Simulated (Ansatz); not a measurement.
# Cs on Ru(0001): change of the work function, part 3 of 3

Aim: the work function of Ru(0001) at several coverages of Cs (fcc site), and the dipole that each adsorbate carries.

Ansatz 0.2.0; plane-wave DFT, PBE, Ansatz PAW.

So far, work function, upper face (eV): step 2 (the clean slab) 5.05; step 3 (37 atoms, coverage 0.111 ML, cell 3x3) 1.87.

**4. Adsorbate added, k-mesh 6×6×1, coverage 0.25 ML**

System of this step: Cs/Ru(0001). The cell holds 17 atoms: 16 Ru and 1 Cs. Cell: a = 5.400 Å, b = 5.400 Å, c = 28.084 Å, α = 90.0°, β = 90.0°, γ = 60.0°. Vacuum lies along c.

Another coverage, to see how the dipoles act on each other as their distance changes.

File input.yaml:

```yaml
crystal:
  lattice:
    - [5.4, 0.0, 0.0]
    - [2.7, 4.6765371804, 0.0]
    - [0.0, 0.0, 28.0835078158]
  atoms:
    - { symbol: Ru, position: [0.3333333333, 0.3333333333, 0.3204727863] }
    - { symbol: Ru, position: [0.0, 0.0, 0.3966171204] }
    - { symbol: Ru, position: [0.3333333333, 0.3333333333, 0.4734518508] }
    - { symbol: Ru, position: [0.0, 0.0, 0.5476989326] }
    - { symbol: Ru, position: [0.3333333333, 0.8333333333, 0.3204727863] }
    - { symbol: Ru, position: [0.0, 0.5, 0.3966171204] }
    - { symbol: Ru, position: [0.3333333333, 0.8333333333, 0.4734518508] }
    - { symbol: Ru, position: [0.0, 0.5, 0.5476989326] }
    - { symbol: Ru, position: [0.8333333333, 0.3333333333, 0.3204727863] }
    - { symbol: Ru, position: [0.5, 0.0, 0.3966171204] }
    - { symbol: Ru, position: [0.8333333333, 0.3333333333, 0.4734518508] }
    - { symbol: Ru, position: [0.5, 0.0, 0.5476989326] }
    - { symbol: Ru, position: [0.8333333333, 0.8333333333, 0.3204727863] }
    - { symbol: Ru, position: [0.5, 0.5, 0.3966171204] }
    - { symbol: Ru, position: [0.8333333333, 0.8333333333, 0.4734518508] }
    - { symbol: Ru, position: [0.5, 0.5, 0.5476989326] }
    - { symbol: Cs, position: [0.1666666667, 0.1666666667, 0.6795272137] }
kpoints:
  mp_grid: { grid: [6, 6, 1] }
hamiltonian:
  xc: pbe
scf:
  occupations: { method: fermi_dirac, width: 0.1 }
  convergence: { dr2_threshold: 1.0e-08 }
efield:
  axis: 3
  dipole_correction: true
  ramp_position: 0.97
  ramp_width: 0.06
relax:
  f_tol: 0.02
  max_steps: 60
  constraints: [{ sites: [0, 1, 4, 5, 8, 9, 12, 13] }]
output:
  dos: { projected: true, e_range: [-8, 4] }
  write_potential: true
  write_density: true
  volumetric_format: npy
  elf: true
```

The run is started by

```bash
$ ansatz run input.yaml --threads 4 --pin off --max-ram 16384MiB --backend cpu --events-out ev --progress --plain --runs-dir out
```

Output:

```text
[...]
Crystal: 17 atoms, lattice volume = 709.201 Å³
Basis set: ecut = 420 eV, 13791 PW (Γ), exchange–correlation on 80×80×384 points (8 copies of the dense FFT grid, shifted against one another)
Bands: 159, of which v1, the nominal top of the filled ones, is band 133 counted from 1 (132 counted from 0)
Symmetry: 6 space group operations
[...]
k-points: 7 of 36 (time reversal used)
[...]
SCF iter   1: F=—  HF=-99722.977634 eV  |F-HF|=—  |Δ(HF+E_count)|=         —  Δρ=1.09e-2  dr2=1.57e1  ethr=1.77e-3  p=0.461 e·Å  D=1.18e-1 V/Å  ΔV_dip=-3.30 eV  dr2_dipole=8.38e0  V_vac-E_F(+/−)=1.55/4.85 eV  ⟨swp⟩=8.4  Hψ=4685  notcnv=0
[...]
SCF iter  12: F=-99722.764350 eV  HF=-99722.764350 eV  |F-HF|=4.73e-9  |Δ(HF+E_count)|=   3.90e-8  Δρ=4.69e-7  dr2=4.86e-9  ethr=3.77e-12  p=0.426 e·Å  D=1.09e-1 V/Å  ΔV_dip=-3.05 eV  dr2_dipole=1.05e-10  V_vac-E_F(+/−)=2.03/5.09 eV  ⟨swp⟩=10.9  Hψ=7899  notcnv=0
SCF 1 converged in 12 iterations: F = -99722.764350 eV  dr2 = 4.86e-9
[...]
relax step   1: F+E_penalty+E_count = -99722.76434984 eV  Δ(F+E_penalty+E_count) = +0.000e0 eV  max|allowed force component| = 5.185e-1 eV/Å  Δτ_max = 0.0000 Å  (12 SCF iters, accepted)
[...]
SCF iter   9: F=-99722.810429 eV  HF=-99722.810429 eV  |F-HF|=4.83e-9  |Δ(HF+E_count)|=   2.03e-8  Δρ=5.01e-7  dr2=8.79e-9  ethr=3.77e-12  p=0.434 e·Å  D=1.11e-1 V/Å  ΔV_dip=-3.11 eV  dr2_dipole=6.83e-9  V_vac-E_F(+/−)=1.98/5.09 eV  ⟨swp⟩=10.4  Hψ=7736  notcnv=0
SCF 2 converged in 9 iterations: F = -99722.810429 eV  dr2 = 8.79e-9
[...]
relax step   2: F+E_penalty+E_count = -99722.81042913 eV  Δ(F+E_penalty+E_count) = -4.608e-2 eV  max|allowed force component| = 4.858e-1 eV/Å  Δτ_max = 0.0879 Å  (9 SCF iters, accepted)
SCF iter   1: F=—  HF=-99722.902145 eV  |F-HF|=—  |Δ(HF+E_count)|=         —  Δρ=2.72e-3  dr2=4.32e-1  ethr=2.82e-4  p=0.434 e·Å  D=1.11e-1 V/Å  ΔV_dip=-3.11 eV  dr2_dipole=4.07e-2  V_vac-E_F(+/−)=1.99/5.10 eV  ⟨swp⟩=5.0  Hψ=2655  notcnv=0
[...]
SCF iter  11: F=-99722.895178 eV  HF=-99722.895178 eV  |F-HF|=7.80e-9  |Δ(HF+E_count)|=   9.23e-9  Δρ=7.68e-7  dr2=6.36e-9  ethr=3.77e-12  p=0.456 e·Å  D=1.16e-1 V/Å  ΔV_dip=-3.27 eV  dr2_dipole=1.15e-10  V_vac-E_F(+/−)=1.82/5.09 eV  ⟨swp⟩=9.0  Hψ=8735  notcnv=0
SCF 3 converged in 11 iterations: F = -99722.895178 eV  dr2 = 6.36e-9
[...]
relax step   3: F+E_penalty+E_count = -99722.89517779 eV  Δ(F+E_penalty+E_count) = -8.475e-2 eV  max|allowed force component| = 3.252e-1 eV/Å  Δτ_max = 0.1952 Å  (11 SCF iters, accepted)
[...]
relax step   4: F+E_penalty+E_count = -99722.93809068 eV  Δ(F+E_penalty+E_count) = -4.291e-2 eV  max|allowed force component| = 8.519e-2 eV/Å  Δτ_max = 0.1953 Å  (11 SCF iters, accepted)
[...]
relax step   5: F+E_penalty+E_count = -99722.94020078 eV  Δ(F+E_penalty+E_count) = -2.110e-3 eV  max|allowed force component| = 3.614e-2 eV/Å  Δτ_max = 0.0328 Å  (9 SCF iters, accepted)
SCF iter   1: F=—  HF=-99722.939259 eV  |F-HF|=—  |Δ(HF+E_count)|=         —  Δρ=2.74e-4  dr2=4.64e-3  ethr=5.94e-6  p=0.483 e·Å  D=1.23e-1 V/Å  ΔV_dip=-3.46 eV  dr2_dipole=9.90e-4  V_vac-E_F(+/−)=1.63/5.09 eV  ⟨swp⟩=2.9  Hψ=2020  notcnv=0
[...]
SCF iter   7: F=-99722.940599 eV  HF=-99722.940599 eV  |F-HF|=1.59e-8  |Δ(HF+E_count)|=   1.54e-8  Δρ=6.97e-7  dr2=8.87e-9  ethr=3.77e-12  p=0.484 e·Å  D=1.24e-1 V/Å  ΔV_dip=-3.47 eV  dr2_dipole=3.14e-9  V_vac-E_F(+/−)=1.62/5.09 eV  ⟨swp⟩=9.3  Hψ=9339  notcnv=0
SCF 6 converged in 7 iterations: F = -99722.940599 eV  dr2 = 8.87e-9
relax step   6: F+E_penalty+E_count = -99722.94059867 eV  Δ(F+E_penalty+E_count) = -3.979e-4 eV  max|allowed force component| = 5.209e-3 eV/Å  Δτ_max = 0.0196 Å  (7 SCF iters, accepted)
[...]
SCF converged after 7 iterations
Free energy (F): -99722.940599 eV
[...]
Internal energy: -99722.304881 eV  (E = F + TS)
E sigma→0 (E₀):  -99722.622740 eV
Entropy (-TS):   -0.635718 eV (-37.395 meV/atom)
Fermi energy:    5.695264 eV
Dipole field:    D = 0.123651 V/Å  (p = 0.484625 e·Å, saw-weighted, corrected)
Work function:   Φ+ = 1.6170 eV   Φ− = 5.0897 eV
[...]
--- Forces (eV/Å), atoms counted from 1 ---
  atom   1  Ru     0.00205221     0.00118484     0.43393148
  atom   2  Ru     0.02997674     0.01730708    -0.41922630
  atom   3  Ru     0.00306645     0.00177042    -0.00378678
  atom   4  Ru    -0.00111204    -0.00064204     0.00053279
  atom   5  Ru     0.00000000    -0.00236969     0.43393148
  atom   6  Ru    -0.00000000    -0.03461415    -0.41922630
  atom   7  Ru    -0.00000000    -0.00354084    -0.00378678
  atom   8  Ru     0.00000000     0.00128407     0.00053279
  atom   9  Ru    -0.00205221     0.00118484     0.43393148
  atom  10  Ru    -0.02997674     0.01730708    -0.41922630
  atom  11  Ru    -0.00306645     0.00177042    -0.00378678
  atom  12  Ru     0.00111204    -0.00064204     0.00053279
  atom  13  Ru     0.00000000    -0.00000000     0.42488784
  atom  14  Ru    -0.00000000     0.00000000    -0.46509284
  atom  15  Ru    -0.00000000    -0.00000000     0.00090545
  atom  16  Ru     0.00000000     0.00000000     0.00520950
  atom  17  Cs     0.00000000    -0.00000000    -0.00035492
  max |Σ_I F_I| component: 9.14e-5 eV/Å
--- Band table (eV; the first three rows and the last of 7) ---
  k-point 0: bands = [... 129 lower, 5.8703, 5.9937, 6.5922, 6.6392, 6.6392, 6.6907, 6.6907, 6.7286, ... 22 higher]
  k-point 1: bands = [... 129 lower, 5.8091, 5.8828, 6.1498, 6.2431, 6.2550, 6.4446, 6.5196, 6.5513, ... 22 higher]
  k-point 2: bands = [... 129 lower, 5.3696, 5.3807, 5.4373, 5.7114, 5.9219, 6.0032, 6.0164, 6.0236, ... 22 higher]
  k-point 6: bands = [... 129 lower, 5.2210, 5.2225, 5.3430, 5.3636, 5.3976, 5.8897, 5.9116, 5.9445, ... 22 higher]
--- Relaxed structure (6 steps of the walk, 6 accepted, 0 SCFs on fresh bases) ---
  F+E_penalty+E_count = -99722.94059867 eV   max|allowed force component| = 5.209e-3 eV/Å
  atoms:
    - { symbol: Ru, position: [0.333333, 0.333333, 0.320473] }
    - { symbol: Ru, position: [2.666712e-17, 2.666712e-17, 0.396617] }
    - { symbol: Ru, position: [0.333676, 0.333676, 0.473232] }
    - { symbol: Ru, position: [-0.00208873, -0.00208873, 0.547606] }
    - { symbol: Ru, position: [0.333333, 0.833333, 0.320473] }
    - { symbol: Ru, position: [5.551115e-17, 0.5, 0.396617] }
    - { symbol: Ru, position: [0.333676, 0.832647, 0.473232] }
    - { symbol: Ru, position: [-0.00208873, 0.504177, 0.547606] }
    - { symbol: Ru, position: [0.833333, 0.333333, 0.320473] }
    - { symbol: Ru, position: [0.5, 2.666712e-17, 0.396617] }
    - { symbol: Ru, position: [0.832647, 0.333676, 0.473232] }
    - { symbol: Ru, position: [0.504177, -0.00208873, 0.547606] }
    - { symbol: Ru, position: [0.833333, 0.833333, 0.320473] }
    - { symbol: Ru, position: [0.5, 0.5, 0.396617] }
    - { symbol: Ru, position: [0.833333, 0.833333, 0.472990] }
    - { symbol: Ru, position: [0.5, 0.5, 0.548440] }
    - { symbol: Cs, position: [0.166667, 0.166667, 0.660622] }
```

Run time: 2.7 min. Hardware: 4 threads of Arm Neoverse V1, shared host; peak memory 2.8 GiB.

Relaxation path:

```
step  energy less that of the first step (eV)  largest force component (eV/Å)
   1                                   0.0000                          0.5185
   2                                  -0.0461                          0.4858
   3                                  -0.1308                          0.3252
   4                                  -0.1737                          0.0852
   5                                  -0.1759                          0.0361
   6                                  -0.1762                          0.0052
```

Forces are held to the 6 operations that the program found; a distortion that breaks them can't arise in this run.

The atoms that moved most (Å):

```
atom      dx      dy      dz  length
Cs17   0.000   0.000  -0.531   0.531
Ru16   0.000   0.000   0.021   0.021
Ru12   0.017  -0.010  -0.003   0.020
 Ru8   0.000   0.020  -0.003   0.020
 Ru4  -0.017  -0.010  -0.003   0.020
Ru15   0.000   0.000  -0.013   0.013
 Ru3   0.003   0.002  -0.006   0.007
 Ru7   0.000  -0.003  -0.006   0.007
```

The relaxed structure:

```xyz
17
Lattice="5.4000 0.0000 0.0000 2.7000 4.6765 0.0000 0.0000 0.0000 28.0835" Properties=species:S:1:pos:R:3
Ru    2.7000    1.5588    9.0000
Ru    0.0000    0.0000   11.1384
Ru    2.7028    1.5604   13.2900
Ru   -0.0169   -0.0098   15.3787
Ru    4.0500    3.8971    9.0000
Ru    1.3500    2.3383   11.1384
Ru    4.0500    3.8939   13.2900
Ru    1.3500    2.3578   15.3787
Ru    5.4000    1.5588    9.0000
Ru    2.7000    0.0000   11.1384
Ru    5.3972    1.5604   13.2900
Ru    2.7169   -0.0098   15.3787
Ru    6.7500    3.8971    9.0000
Ru    4.0500    2.3383   11.1384
Ru    6.7500    3.8971   13.2832
Ru    4.0500    2.3383   15.4021
Cs    1.3500    0.7794   18.5526
```

This step gave:

```yaml
energy_at_zero_smearing: -99722.6227 eV
work_function_upper_face: 1.617 eV
work_function_lower_face: 5.090 eV
dipole_along_the_normal: 0.4846 e·Å
step_between_the_vacuum_levels: -3.473 eV
```

Running mean over 2.138 Å of the planar mean; the ramp of the sawtooth is left out. The electron's electrostatic potential energy less the Fermi level by z:

z (Å), electron's electrostatic potential energy less the Fermi level (eV) and a bar from the least value:
```
        4        5.1 ##############################
        5        5.1 ##############################
        6        5.0 ##############################
        7        4.0 ############################
        8       -6.3 #############
        9      -14.2 ##
       10      -14.7 #
       11      -14.8 #
       12      -14.7 #
       13      -14.9 #
       14      -15.3 
       15      -14.8 #
       16      -11.5 ######
       17       -0.3 ######################
       18       -1.1 #####################
       19       -2.2 ###################
       20       -0.2 ######################
       21        1.2 ########################
       22        1.5 #########################
       23        1.6 #########################
       24        1.6 #########################
       25        1.6 #########################
```

The density of states has structure finer than the step of the table below, so its rows give means over 0.2 eV. Peaks (eV: height): -4.30: 48.9, -4.15: 43.7, -2.80: 44.9, -1.92: 67.7, -0.33: 47.9, 0.84: 50.0, 1.44: 45.3.

Table of density of states by energy, zero at the Fermi level; means over each step:

energy (eV), density of states (states/eV a cell) and a bar:
```
     -7.8        0.0 
     -7.6        0.0 
     -7.4        0.7 #
     -7.2        0.9 #
     -7.0        0.9 #
     -6.8        1.0 #
     -6.6        1.0 #
     -6.4        1.2 #
     -6.2        2.2 ##
     -6.0        8.3 #######
     -5.8       16.6 ##############
     -5.6       18.0 ###############
     -5.4       21.4 ##################
     -5.2       23.7 ####################
     -5.0       17.6 ###############
     -4.8       15.1 #############
     -4.6       22.0 ##################
     -4.4       25.5 #####################
     -4.2       28.2 ########################
     -4.0       16.6 ##############
     -3.8       17.9 ###############
     -3.6       13.8 ############
     -3.4       21.7 ##################
     -3.2       12.6 ###########
     -3.0       20.3 #################
     -2.8       30.4 #########################
     -2.6       26.0 ######################
     -2.4       21.1 ##################
     -2.2       29.8 #########################
     -2.0       35.8 ##############################
     -1.8       29.4 #########################
     -1.6       29.5 #########################
     -1.4       27.1 #######################
     -1.2       17.2 ##############
     -1.0       17.0 ##############
     -0.8       12.5 ##########
     -0.6       19.5 ################
     -0.4       22.6 ###################
     -0.2       18.3 ###############
      0.0       19.0 ################
      0.2       22.0 ##################
      0.4       19.3 ################
      0.6       17.9 ###############
      0.8       26.6 ######################
      1.0       28.0 #######################
      1.2       26.9 #######################
      1.4       28.9 ########################
```

Projected DOS per atom over height of the atomic layer and energy from the Fermi level. Layers: Ru4 Ru4 Ru4 Ru4 Cs from below.

Ten even steps from '_' (0.00 states/eV) to '@' (2.47 states/eV), each cell a mean:
```
==####==__
######**==
++==--==::
++====++::
**----++__
++::::==..
++----++__
%%++++%%__
@@****@@__
++++++**__
++******__
--==----__
======--__
++****++__
========__
--**##--__
::####::__
__::--____
__________
__________
__________
__________
```
Columns: height of the atomic layer (Å) from 9 to 18.6 (not evenly spaced); rows upwards: energy from the Fermi level (eV) from -7.96 to 1.65.

Valence density in the ca plane at fractional y = 0.000, with atoms of Ru within 0.2 Å of it. It is the smooth field of the valence electrons, not physical close to the nuclei.

Ten steps, logarithmic in the rise over the least value, from '0' (0.00 × 1e0 e/Å³) to '9' (9.76 × 1e0 e/Å³), each cell a mean:
```
33347998633333358998521000000000000000000000
43335776433443346776311000000000000000000000
65333443334554333443210000000000000000000000
65333333334665333333210000000000000000000000
54334565333454334664210000000000000000000000
33346898533333347987421000000000000000000000
33347999633333358998521001110000000000000000
33347998633333358998521112222100000000000000
43335776433443346775311123443210000000000000
65333443334554333443211234554210000000000000
65333333334665333333211234554310000000000000
54334565333454334554211134443210000000000000
33346897533333347887421123332100000000000000
33347999633333358998521011111000000000000000
```
Columns run along c (16.0 Å, from fractional 0.32 to 0.89 of the cell), rows up along a (5.4 Å). Atoms in or near the plane, at fractional coordinates: Ru at (0.40, 0.00), Ru at (0.55, 0.00), Ru at (0.40, 0.50), Ru at (0.55, 0.50).

ELF in the ca plane at fractional y = 0.000, with atoms of Ru within 0.2 Å of it. It is the smooth field of the valence electrons, not physical close to the nuclei.

Ten even steps from '0' (0.00) to '9' (0.89), each cell a mean:
```
33336657423323336667311000111000000000000000
22323564332222334664222100000000000000000000
43232232322443232333233210000000000000000000
53233233322453233333333321000000000000000000
32232443232332233443222210000000000000000000
22325766333222336676311100000000000000000000
33336536423333337447411002343200000000000000
33336657423323336666311036887521000000000000
22323565332222334664211269999742000000000000
43232232322443232233321389999862100000000000
53233333322453232233321389999963100000000000
32232343232332233443221279999852000000000000
22325776333222335776311148998631000000000000
33336536523333336447411014665310000000000000
```
Columns run along c (16.0 Å, from fractional 0.32 to 0.89 of the cell), rows up along a (5.4 Å). Atoms in or near the plane, at fractional coordinates: Ru at (0.40, 0.00), Ru at (0.55, 0.00), Ru at (0.40, 0.50), Ru at (0.55, 0.50).

Electrostatic potential energy in the ca plane at fractional y = 0.000, with atoms of Ru within 0.2 Å of it. With pseudopotentials it is smooth inside the atoms' cores, unlike the true potential.

Values in eV, 8 rows by 16 columns, each cell a mean:
```
  3 -22 -59   0   2  -6 -65 -10   8   7   7   8   8   8   8   9
-12   2  -3   1 -17   2  -3   6   9   8   8   8   8   8   8   9
 -7  -1 -14   2 -10   1 -16   4   9   8   8   8   8   8   8   9
  5 -30 -72  -1   4 -10 -78 -16   8   6   6   7   8   8   8   9
  3 -22 -59   0   2  -5 -62  -9   6  -2   2   7   8   8   8   9
-12   3  -2   2 -16   3  -1   6   3 -18  -7   6   8   8   8   9
 -7  -2 -14   2 -10   2 -13   4   4 -14  -5   6   8   8   8   9
  5 -30 -72  -1   4  -9 -76 -15   7   2   4   7   8   8   8   9
```
Columns run along c (16.0 Å, from fractional 0.32 to 0.89 of the cell; values clipped at the 3rd and 97th percentile), rows up along a (5.4 Å). Atoms in or near the plane, at fractional coordinates: Ru at (0.40, 0.00), Ru at (0.55, 0.00), Ru at (0.40, 0.50), Ru at (0.55, 0.50).

The relaxation took 6 steps and lowered the energy by 0.18 eV; the largest force on the free atoms ends at 0.0052 eV/Å.

By hand: a sheet of dipoles makes a step −p/(ε₀A) in the electron's potential. With e/ε₀ = 180.95 V·Å, p = 0.4846 e·Å and A = 25.25 Å², that is −180.95 × (0.4846) / 25.25 = -3.473 eV, and the two vacuum levels of the run differ by -3.473 eV.

The covered face has 1.62 eV, -3.43 eV against the clean one; the bare back face has moved by +0.01 eV, a measure of how thin the slab is.

**5. Work function against coverage**

This step: plane-wave DFT, PBE, Ansatz PAW; work function against coverage (Ansatz 0.2.0).

The runs are now put side by side.

This step gave:

```yaml
work_function_of_the_clean_face: 5.046 eV
largest_change_of_the_work_function: -3.429 eV
```

The work function of the covered face by coverage:

```
coverage (adsorbates/nm²)  work function of the covered face (eV)
                     0.00                                    5.05
                     1.76                                    1.87
                     3.96                                    1.62
```

The dipole per adsorbate comes from the change of the cell's dipole. Coverage, by row:

```
coverage (1/nm²)  coverage (ML)  work function (eV)  change (eV)  dipole per adsorbate, positive end outwards (debye)  mean height of the added atoms over the highest substrate atom (Å)
            1.76         0.1111                1.87       -3.176                                                4.821                                                               3.231
            3.96           0.25               1.617       -3.429                                                2.308                                                                3.15
```

**6. Results**

| Item | Value |
| --- | --- |
| work function of the clean face | 5.05 eV |
| work function at 0.11 ML | 1.87 eV |
| work function at 0.25 ML | 1.62 eV |
| dipole per adsorbate at 0.11 ML, positive end outwards | 4.82 D |

**Reading.** Cs lowers the work function of Ru(0001) at the lowest coverage, by 3.18 eV: the adsorbate layer has its positive end outwards. The slab has 4 layers, at the tabulated experimental lattice constant, one starting site was run, and quantum-size effects of a slab this thin can reach one or two tenths of an eV.

[Long decimals in the printed logs are rounded to 6 places.]

[Logs are printed without paths, hosts, clocks, repeated set-up lines and the standing remarks that a program may print on its own settings, such as how far it seeks lower states.]

[Hosts, paths, dates, database ids (printed as entryN), source tags and the programs' standing remarks are cut or masked in the printed files.]

[Maps of the electrostatic potential energy from Ansatz leave out the sawtooth potential of an applied field or a dipole correction, so their vacuum need not be flat; planar profiles and work functions include it.]

[The density of states shown here was stored with 400 of the rows of the run's finer table, so its peaks can read low, often by over a quarter, or be missed, and its means over a window can be off by a tenth or more.]
